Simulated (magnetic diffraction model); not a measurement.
# Yb₄V₆RhPb₆: what an assumed order does to the neutron pattern

Space group Im-3m (no. 229), a = 8.9550 Å.

```
site  atom    x    y       z
 12e    Pb    0    0  0.6778
  8c    Yb  1/4  3/4     1/4
  2a    Rh    0    0       0
 12d     V    0  1/2     1/4
```

The compound is invented for this exercise: a known structure type with other elements, its cell scaled to their sizes and not relaxed.

Only Yb is taken to order (form factors of Yb3+); orders and moment sizes are assumed, and not adapted to the symmetry. Radiation: neutrons of λ = 4.2 Å, 2° to 90°; isotropic B of 0.21 Å² (Pb), 0.28 Å² (Yb), 0.24 Å² (Rh) and 0.28 Å² (V). The intensities are simulated: I ∝ L Σ (|F_N|² + |F_M⊥|²) for unpolarised neutrons, with F_M = 2.695 fm/μB × Σ f(s) S exp(2πi Q·r) exp(−B s²) at Q = H ± k (one set where k and −k are equivalent), only the part normal to Q counting and L = 1/(sin²θ cos θ). For a modulated order the moment at position r is S exp(−2πi k·r) + c.c., with S = m/2 for a sine wave of amplitude m and S = m(u + iv)/2 for moments turning in a plane, u and v being orthogonal unit vectors in it; the phase factor of the sum at Q = H + k is then exp(2πi H·r). Form factors are spin-only for 3d ions and dipole or tabulated for f ions, scattering lengths are Sears's of 1992, and absorption is left out. A label names one of the reflections at its angle. The strongest nuclear line in the range is 100, and lines under 0.2 are left out.

Assume the order k = (1/4 0 0), a sine wave with moments along [001] (amplitudes given), 3.6 μB on Yb; signs + at (1/4, 3/4, 1/4), + at (1/4, 1/4, 3/4), − at (3/4, 1/4, 1/4), + at (1/4, 1/4, 1/4).

Predict the pattern, nuclear and magnetic parts apart.

```
2θ (°)       index  nuclear  magnetic
  6.72   (1/4 0 0)      0.0      56.3
 34.09   (3/4 1 0)      0.0       6.2
 38.74     (1 1 0)      9.5       0.0
 39.36   (1/4 1 1)      0.0       3.6
 44.10   (5/4 1 0)      0.0       4.5
 48.46   (7/4 0 0)      0.0       1.2
 55.94     (2 0 0)     10.8       0.0
 56.41   (1/4 2 0)      0.0       1.8
 63.69   (9/4 0 0)      0.0       3.1
 67.16   (3/4 2 1)      0.0       3.0
 70.12     (2 1 1)     47.8       0.0
 73.85   (5/4 2 1)      0.0       2.9
 77.10   (9/4 1 1)      0.0       3.4
 83.10     (2 2 0)    100.0       0.0
 83.50   (1/4 2 2)      0.0       1.0
 86.66  (11/4 1 0)      0.0       1.8
 89.81   (9/4 2 0)      0.0       1.4
```

The strongest magnetic line in the range is (1/4 0 0) at 6.72° (56.3). On top of the Lorentz factor, which all lines share, magnetic lines fade with angle because f falls: for Yb3+ it is 0.97, 0.88, 0.76 and 0.51 at sin θ/λ = 0.1, 0.2, 0.3 and 0.5 Å⁻¹, while nuclear lengths stay constant. The order has no net moment.

[Logs are printed without paths, hosts, clocks, repeated set-up lines and the standing remarks that a program may print on its own settings, such as how far it seeks lower states.]
